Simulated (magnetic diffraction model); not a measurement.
**Magnetic neutron pattern of DyVPd**

Space group P-62m (no. 189), a = 7.1380 Å, c = 3.4000 Å.

| site | atom | x | y | z |
| --- | --- | --- | --- | --- |
| 3g | Dy | 0 | 0.5883 | 1/2 |
| 2c | Pd | 2/3 | 1/3 | 0 |
| 1b | Pd | 0 | 0 | 1/2 |
| 3f | V | 0 | 0.2414 | 0 |

This is a made-up structure (elements placed in a structure type, unrelaxed), so the numbers test the method and describe no known phase.

Only Dy is taken to order (form factors of Dy3+); orders and moment sizes are assumed, and not adapted to the symmetry. Radiation: neutrons of λ = 2.0775 Å (absorption by Dy left out), 3° to 65°; isotropic B of 0.48 Å² (Dy), 0.5 Å² (Pd) and 0.81 Å² (V). Simulated constant-wavelength pattern: nuclear and magnetic terms add, the magnetic one as |2.695 fm × Σ f S⊥ exp(2πi Q·r) exp(−B s²)|², summed over all Q at one angle with the factor 1/(sin²θ cos θ). For collinear order S is the moment m, which repeats by lattice and centring translations R with the sign exp(−2πi k·R). Free-ion form factors, Sears's scattering lengths of 1992, no absorption; a label names one of the reflections at its angle. The strongest nuclear line in the range is 100, and lines under 0.2 are left out.

Assume the order k = (0 0 0), collinear moments along [100], 6.2 μB on Dy; signs + at (0, 0.5883, 1/2), + at (0.4117, 0.4117, 1/2), − at (0.5883, 0, 1/2).

Q: Where does magnetic intensity appear, and how strong is it?

```
2θ (°)    index  nuclear  magnetic
 19.35  (1 0 0)     25.1     122.4
 33.84  (1 1 0)     64.8       6.7
 35.58  (0 0 1)     36.3       4.0
 39.28  (2 0 0)     44.9       6.7
 40.81  (1 0 1)      0.0      62.6
 49.92  (1 1 1)    100.0      15.2
 52.79  (2 1 0)     26.3      25.0
 54.02  (2 0 1)     91.7      14.9
 60.55  (3 0 0)     28.4       3.6
```

The strongest magnetic line in the range is (1 0 0) at 19.35° (122.4). On top of the Lorentz factor, which all lines share, magnetic lines fade with angle because f falls: for Dy3+ it is 0.96, 0.84, 0.69 and 0.41 at sin θ/λ = 0.1, 0.2, 0.3 and 0.5 Å⁻¹, while nuclear lengths stay constant. The net moment is 6.20 μB a primitive cell.

[Logs are printed without paths, hosts, clocks, repeated set-up lines and the standing remarks that a program may print on its own settings, such as how far it seeks lower states.]
